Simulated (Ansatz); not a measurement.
# C3N4 (P-43m): phonons and vibrational spectra

How does C3N4 (P-43m) vibrate, and is this structure a minimum?

Method: DFT PBEsol, scalar-relativistic, plane waves, PAW, in Ansatz 0.2.0.

Most raw output is cut from this account.

## (1) Set-up

The structure is cubic, space group P-43m (No. 215). The conventional cell has a = 3.457 Å, b = 3.457 Å, c = 3.457 Å, α = 90.00°, β = 90.00°, γ = 90.00°. Nearest to C lie 4 N at 1.49 Å. N has 3 C at 1.49 Å nearest. Farther neighbours and most contacts between anions are not listed.

Structure file:

```xyz
7
Lattice="3.4568 0.0000 0.0000 0.0000 3.4568 0.0000 0.0000 0.0000 3.4568" Properties=species:S:1:pos:R:3 pbc="T T T"
C     0.0000    0.0000    1.7284
C     1.7284    0.0000    0.0000
C     0.0000    1.7284    0.0000
N     0.8493    0.8493    2.6075
N     2.6075    2.6075    2.6075
N     0.8493    2.6075    0.8493
N     2.6075    0.8493    0.8493
```

## (2) Rough relaxation

The start is far from rest, so a relaxation with loose tolerances brings it close first.

input.yaml

```yaml
crystal:
  lattice:
    - [3.456765, 0.0, 0.0]
    - [0.0, 3.456765, 0.0]
    - [0.0, 0.0, 3.456765]
  atoms:
    - { symbol: C, position: [0.0, 0.0, 0.5] }
    - { symbol: C, position: [0.5, 0.0, 0.0] }
    - { symbol: C, position: [0.0, 0.5, 0.0] }
    - { symbol: "N", position: [0.245687, 0.245687, 0.754313] }
    - { symbol: "N", position: [0.754313, 0.754313, 0.754313] }
    - { symbol: "N", position: [0.245687, 0.754313, 0.245687] }
    - { symbol: "N", position: [0.754313, 0.245687, 0.245687] }
kpoints:
  mp_grid: { grid: [6, 6, 6] }
hamiltonian:
  xc: pbesol
scf:
  occupations: { method: gaussian, width: 0.1 }
output:
  forces: true
  stress: true
  eigenvalues: true
relax:
  adjacent_minimum: "off"
  f_tol: 0.05
  max_steps: 80
  cell: { stress_tol: 0.5 }
```

Launch:

```
$ ansatz run input.yaml --threads 4 --pin off --max-ram 7168MiB --backend cpu --events-out ev --progress --plain --runs-dir out
```

The job ended after 22 s (4 threads of Arm Neoverse N1, shared host; peak memory 0.33 GiB).

The steps of the relaxation:

| step | energy less that of the first step (eV) | largest force component (eV/Å) | pressure (GPa) | volume (Å³) |
| --- | --- | --- | --- | --- |
| 1 | 0.0000 | 0.0369 | -9.28 | 41.31 |
| 2 | -0.0285 | 0.1358 | -2.90 | 40.61 |
| 3 | -0.0342 | 0.0325 | -0.26 | 40.39 |
| 4* | -0.0282 | 0.0330 | -0.52 | 40.39 |
| 5 | -0.0287 | 0.0002 | 0.01 | 40.36 |
| 6* | -0.0287 | 0.0002 | 0.00 | 40.36 |

Relaxation steps marked * repeat the geometry before them on a plane-wave basis chosen anew for their cell, so energy and pressure can jump there.

The run keeps the 24 symmetry operations that it works with, so distortions that break them were not tested.

| conventional cell, symmetrised | before | after | change |
| --- | --- | --- | --- |
| a (Å) | 3.457 | 3.430 | -0.8 % |
| b (Å) | 3.457 | 3.430 | -0.8 % |
| c (Å) | 3.457 | 3.430 | -0.8 % |
| volume (Å³/atom) | 5.90 | 5.77 | -2.3 % |

The relaxed structure:

```xyz
7
Lattice="3.4301 0.0000 0.0000 0.0000 3.4301 0.0000 0.0000 0.0000 3.4301" Properties=species:S:1:pos:R:3 pbc="T T T"
C     0.0000    0.0000    1.7150
C     1.7150    0.0000    0.0000
C     0.0000    1.7150    0.0000
N     0.8439    0.8439    2.5862
N     2.5862    2.5862    2.5862
N     0.8439    2.5862    0.8439
N     2.5862    0.8439    0.8439
```

A gap read on the k-mesh alone can miss the band edges.

This step gave:

| Property | Result |
| --- | --- |
| pressure | 0.001795 GPa |
| gap on the k-mesh | 2.438 eV |
| volume per atom | 5.765 Å³ |
| direct gap on mesh | 2.438 eV |

In this step the volume went from 5.90 to 5.77 Å³/atom.

## (3) Relaxation

The cell and atoms are relaxed, since residual forces and stress would shift the frequencies.

input.yaml

```yaml
crystal:
  lattice:
    - [3.4300519579, 0.0, 0.0]
    - [0.0, 3.4300519579, 0.0]
    - [0.0, 0.0, 3.4300519579]
  atoms:
    - { symbol: C, position: [0.0, 0.0, 0.5] }
    - { symbol: C, position: [0.5, 0.0, 0.0] }
    - { symbol: C, position: [0.0, 0.5, 0.0] }
    - { symbol: "N", position: [0.2460281646, 0.2460281646, 0.7539718354] }
    - { symbol: "N", position: [0.7539718354, 0.7539718354, 0.7539718354] }
    - { symbol: "N", position: [0.2460281646, 0.7539718354, 0.2460281646] }
    - { symbol: "N", position: [0.7539718354, 0.2460281646, 0.2460281646] }
kpoints:
  mp_grid: { grid: [8, 8, 8] }
hamiltonian:
  xc: pbesol
scf:
  occupations: { method: gaussian, width: 0.02 }
output:
  forces: true
  stress: true
  eigenvalues: true
relax:
  adjacent_minimum: "off"
  f_tol: 0.005
  max_steps: 80
  cell: { stress_tol: 0.05 }
```

It took 10 s on 4 threads; peak memory 0.36 GiB; 14 s of CPU time.

Little changed from the start: no atom moved by 0.005 Å and no cell edge by 0.1 %.

This step gave:

- pressure: -0.01892 GPa

In this step the volume went from 5.77 to 5.77 Å³/atom.

## (4) Relaxing to small forces for the phonons

Phonons need a cell at rest on their own settings, so the relaxation is repeated with tight tolerances on forces and stress on the k mesh and occupations of the first response run.

input.yaml, as its differences from that of step 3:

```diff
@@ -18,3 +18,3 @@
 scf:
-  occupations: { method: gaussian, width: 0.02 }
+  occupations: { method: fixed }
 output:
@@ -25,4 +25,4 @@
   adjacent_minimum: "off"
-  f_tol: 0.005
-  max_steps: 80
-  cell: { stress_tol: 0.05 }
+  f_tol: 0.001
+  max_steps: 60
+  cell: { stress_tol: 0.01 }
```

Elapsed: 16 s, on 4 threads; peak memory 0.36 GiB.

Little changed from the start: no atom moved by 0.005 Å and no cell edge by 0.1 %.

This step gave:

```
pressure : -0.005281 GPa
```

The largest force component left is 0.25 meV/Å and the pressure is -0.005 GPa, within the tolerances set. The cell now holds 5.76 Å³/atom.

## (5) Modes at Γ

The zone centre is the only wavevector solved here; it holds the modes that light can see, as far as symmetry allows. The response to a homogeneous field gives the Born charges and the dielectric tensor, and its change with displacement the Raman tensors.

input.yaml

```yaml
crystal:
  lattice:
    - [3.430009653, 0.0, 0.0]
    - [0.0, 3.430009653, 0.0]
    - [0.0, 0.0, 3.430009653]
  atoms:
    - { symbol: C, position: [0.0, 0.0, 0.5] }
    - { symbol: C, position: [0.5, 0.0, 0.0] }
    - { symbol: C, position: [0.0, 0.5, 0.0] }
    - { symbol: "N", position: [0.2460314177, 0.2460314177, 0.7539685823] }
    - { symbol: "N", position: [0.7539685823, 0.7539685823, 0.7539685823] }
    - { symbol: "N", position: [0.2460314177, 0.7539685823, 0.2460314177] }
    - { symbol: "N", position: [0.7539685823, 0.2460314177, 0.2460314177] }
kpoints:
  mp_grid: { grid: [8, 8, 8] }
hamiltonian:
  xc: pbesol
scf:
  occupations: { method: fixed }
output:
  eigenvalues: true
phonons:
  method: dfpt
  dielectric: true
  rigid_motions: translations
  raman: true
```

Elapsed: 6.2 min, on 4 threads; peak memory 1.3 GiB.

This step gave:

* sum-rule residual before enforcement: 1.41e-5 eV/Å²
* miss of the charge sum rule: 0.003758 e
* estimated error of the dielectric tensor: 0.01513
* estimated error of the Born charges: 0.01010 e
* point group: -43m
* highest optical mode at the zone centre (no LO-TO term): 1233 cm⁻¹
* lowest optical zone-centre mode: 714.7 cm⁻¹
* mean high-frequency dielectric constant: 5.31
* largest Born charge (third of the trace): 2.026 e
* mean static dielectric constant: 7.484
* top of the zone-centre spectrum with the field: 1283 cm⁻¹

Without the LO-TO term. Patterns of degenerate modes are one choice out of their space. The modes at Γ (shares of kinetic energy by element, %):

| mode | frequency (cm⁻¹) | symmetry | C % | N % |
| --- | --- | --- | --- | --- |
| 1 | 0.0 | acoustic | 39 | 61 |
| 2 | 0.0 | acoustic | 39 | 61 |
| 3 | 0.0 | acoustic | 39 | 61 |
| 4 | 714.7 | T2 | 8 | 92 |
| 5 | 714.7 | T2 | 8 | 92 |
| 6 | 714.7 | T2 | 8 | 92 |
| 7 | 717.8 | T1 | 41 | 59 |
| 8 | 717.8 | T1 | 41 | 59 |
| 9 | 717.8 | T1 | 41 | 59 |
| 10 | 808.5 | T1 | 59 | 41 |
| 11 | 808.5 | T1 | 59 | 41 |
| 12 | 808.5 | T1 | 59 | 41 |
| 13 | 959.2 | A1 | 0 | 100 |
| 14 | 1011.6 | T2 | 66 | 34 |
| 15 | 1011.6 | T2 | 66 | 34 |
| 16 | 1011.6 | T2 | 66 | 34 |
| 17 | 1073.4 | E | 0 | 100 |
| 18 | 1073.4 | E | 0 | 100 |
| 19 | 1232.9 | T2 | 87 | 13 |
| 20 | 1232.9 | T2 | 87 | 13 |
| 21 | 1232.9 | T2 | 87 | 13 |

Displacements in mode 5 (714.7 cm⁻¹), the largest set to 1:
```
C1   0.00 -0.20  0.36
C2  -0.01 -0.20  0.19
C3   0.00 -0.38  0.19
N4   1.00  0.66 -0.68
N5   0.03 -0.30  0.36
N6  -0.99  0.64 -0.66
N7  -0.02 -0.33  0.34
```

Displacements in mode 21 (1232.9 cm⁻¹), the largest set to 1:
```
C1   0.00  1.00 -0.09
C2   0.00  1.00  0.13
C3   0.00 -0.74  0.13
N4   0.06 -0.28 -0.11
N5   0.08 -0.26  0.04
N6  -0.06 -0.28 -0.11
N7  -0.08 -0.26  0.04
```

Optical modes at the zone centre, without and with the macroscopic field of the longitudinal modes; each column is sorted by frequency, so a row need not hold one and the same mode. Modes with and without the field, by row:

| rank among optical modes | no field (cm⁻¹) | q along (1, 0, 0) (cm⁻¹) |
| --- | --- | --- |
| 1 | 714.7 | 714.7 |
| 2 | 714.7 | 714.7 |
| 3 | 714.7 | 717.8 |
| 4 | 717.8 | 717.8 |
| 5 | 717.8 | 717.8 |
| 6 | 717.8 | 729 |
| 7 | 808.5 | 808.5 |
| 8 | 808.5 | 808.5 |
| 9 | 808.5 | 808.5 |
| 10 | 959.2 | 959.2 |
| 11 | 1012 | 1012 |
| 12 | 1012 | 1012 |
| 13 | 1012 | 1073 |
| 14 | 1073 | 1073 |
| 15 | 1073 | 1131 |
| 16 | 1233 | 1233 |
| 17 | 1233 | 1233 |
| 18 | 1233 | 1283 |

Born charge (rows field, columns displacement) (e), principal values of the symmetric part by kind of site:

| atom | atoms with these values | low | middle | high | mean |
| --- | --- | --- | --- | --- | --- |
| C1 | 3 | 1.67 | 1.67 | 2.74 | 2.03 |
| N4 | 4 | -1.64 | -1.64 | -1.28 | -1.52 |

In full for C1:

```
1.67 0.00 0.00
0.00 1.67 0.00
0.00 0.00 2.74
```

High-frequency dielectric tensor:

```
5.31 0.00 0.00
0.00 5.31 0.00
0.00 0.00 5.31
```

Static dielectric tensor (ions relaxed, fixed cell):

```
7.48 0.00 0.00
0.00 7.48 0.00
0.00 0.00 7.48
```

Transverse modes. Infrared lines, with heights relative to the strongest:

| position (cm⁻¹) | label | relative intensity |
| --- | --- | --- |
| 715 | T2 | 11 |
| 718 | T1 | 0.0 |
| 808 | T1 | 0.0 |
| 959 | A1 | 0.0 |
| 1012 | T2 | 100 |
| 1073 | E | 0.0 |
| 1233 | T2 | 19 |

Activity x (w_L - w)^4 (n + 1)/w, 532 nm, 300 K; modes without the macroscopic field alone. Lines of the Raman spectrum (strongest = 100):

| position (cm⁻¹) | label | relative intensity |
| --- | --- | --- |
| 715 | T2 | 47 |
| 718 | T1 | 0.0 |
| 808 | T1 | 0.0 |
| 959 | A1 | 29 |
| 1012 | T2 | 100 |
| 1073 | E | 28 |
| 1233 | T2 | 36 |

Static second-order susceptibility (pm/V), twice the coefficient d of second-harmonic generation. Second order susceptibility, by row:

| field along | xx | yy | zz | yz | xz | xy |
| --- | --- | --- | --- | --- | --- | --- |
| x | 0 | 0 | 0 | 0.64 | 0 | 0 |
| y | 0 | 0 | 0 | 0 | 0.64 | 0 |
| z | 0 | 0 | 0 | 0 | 0 | 0.64 |

Before it was imposed, the acoustic sum rule was missed by 1.4e-5 eV/Å² and the charge sum rule by 0.0038 e. Small misses are needed for a sound result but don't prove that mesh and cutoff are converged. The lowest optical mode is real, 715 cm⁻¹.

## (6) Isotope substitution, element C, natural mass 12.011 amu

An isotope changes the mass and not the force constants, so no new electronic calculation is needed; the shifts show which modes move this element.

The same force constants with the mass of C changed from 12.011 to 13.003 u (phonopy, no LO-TO term). Both lists are sorted by frequency; levels can cross, so a row need not hold one and the same mode. Modes under 3 cm⁻¹ are left out. Isotope shifts, by row:

| q | rank | natural mass (cm⁻¹) | changed mass (cm⁻¹) |
| --- | --- | --- | --- |
| 0 0 0 | 4 | 714.7 | 703.9 |
| 0 0 0 | 5 | 714.7 | 703.9 |
| 0 0 0 | 6 | 714.7 | 703.9 |
| 0 0 0 | 7 | 717.8 | 712.3 |
| 0 0 0 | 8 | 717.8 | 712.3 |
| 0 0 0 | 9 | 717.8 | 712.3 |
| 0 0 0 | 10 | 808.5 | 792.4 |
| 0 0 0 | 11 | 808.5 | 792.4 |
| 0 0 0 | 12 | 808.5 | 792.4 |
| 0 0 0 | 13 | 959.2 | 959.2 |
| 0 0 0 | 14 | 1012 | 985.5 |
| 0 0 0 | 15 | 1012 | 985.5 |
| 0 0 0 | 16 | 1012 | 985.5 |
| 0 0 0 | 17 | 1073 | 1073 |
| 0 0 0 | 18 | 1073 | 1073 |
| 0 0 0 | 19 | 1233 | 1192 |
| 0 0 0 | 20 | 1233 | 1192 |
| 0 0 0 | 21 | 1233 | 1192 |

A mode of this element alone would shift by -3.89 %. The highest zone-centre frequency without the field goes from 1232.9 to 1191.8 cm⁻¹ (-3.3 %). The product of the frequency ratios over all optical modes at Γ is 0.734; the product rule, (m/m′)^(3k/2) (M′/M)^(3/2) with k = 3 such atoms and M the mass of the cell, gives 0.734.

## (7) Another isotope, element N, natural mass 14.007 amu

The same for N, from 14.01 to 15.00 u.

The same force constants with the mass of N changed from 14.007 to 15.000 u (phonopy, no LO-TO term). Both lists are sorted by frequency; levels can cross, so a row need not hold one and the same mode. Modes under 3 cm⁻¹ are left out. Isotope shifts, by row:

| q | rank | natural mass (cm⁻¹) | changed mass (cm⁻¹) |
| --- | --- | --- | --- |
| 0 0 0 | 4 | 714.7 | 692.5 |
| 0 0 0 | 5 | 714.7 | 692.5 |
| 0 0 0 | 6 | 714.7 | 692.5 |
| 0 0 0 | 7 | 717.8 | 701.9 |
| 0 0 0 | 8 | 717.8 | 701.9 |
| 0 0 0 | 9 | 717.8 | 701.9 |
| 0 0 0 | 10 | 808.5 | 799 |
| 0 0 0 | 11 | 808.5 | 799 |
| 0 0 0 | 12 | 808.5 | 799 |
| 0 0 0 | 13 | 959.2 | 926.9 |
| 0 0 0 | 14 | 1012 | 1000 |
| 0 0 0 | 15 | 1012 | 1000 |
| 0 0 0 | 16 | 1012 | 1000 |
| 0 0 0 | 17 | 1073 | 1037 |
| 0 0 0 | 18 | 1073 | 1037 |
| 0 0 0 | 19 | 1233 | 1228 |
| 0 0 0 | 20 | 1233 | 1228 |
| 0 0 0 | 21 | 1233 | 1228 |

A mode of this element alone would shift by -3.37 %. The highest zone-centre frequency without the field goes from 1232.9 to 1227.7 cm⁻¹ (-0.4 %). The product of the frequency ratios over all optical modes at Γ is 0.706; the product rule, (m/m′)^(3k/2) (M′/M)^(3/2) with k = 4 such atoms and M the mass of the cell, gives 0.706.

## (8) Outcome

```
space group after relaxation (within 0.01 Å)            : P-43m
volume per atom                                         : 5.76 Å³
gap on the k-mesh                                       : 2.44 eV
highest optical mode at the zone centre (no LO-TO term) : 1233 cm⁻¹
top of the zone-centre spectrum with the field          : 1283 cm⁻¹
lowest optical zone-centre mode                         : 715 cm⁻¹
mean high-frequency dielectric constant                 : 5.31
mean static dielectric constant                         : 7.48
largest Born charge (third of the trace)                : 2.03 e
imaginary modes at Γ (the only wavevector solved)       : none
```

**Reading.** The structure is stable against zone-centre distortions, since no mode there is imaginary; other wavevectors were not solved, so zone-boundary instabilities are untested. Without the field, the optical modes at Γ span 715 to 1233 cm⁻¹. No dispersion was computed. The highest mode in this list at Γ, 1232.9 cm⁻¹, is mostly motion of C (87 % of the kinetic energy). With the macroscopic field of the longitudinal modes the top of the zone-centre spectrum lies at 1283 cm⁻¹, against 1233 cm⁻¹ without it. Lattice motion raises the mean dielectric constant from 5.31 to 7.484. The strongest infrared line is at 1012 cm⁻¹. Averaged over orientations, the strongest Raman line at 532 nm and 300 K is at 1012 cm⁻¹, among the modes without the field; their longitudinal partners can be Raman active too. These are harmonic frequencies at zero temperature: anharmonic shifts, linewidths and thermal expansion are left out.

[Logs are printed without paths, hosts, clocks, repeated set-up lines and the standing remarks that a program may print on its own settings, such as how far it seeks lower states.]

[Hosts, paths, dates, database ids (printed as entryN), source tags and the programs' standing remarks are cut or masked in the printed files.]
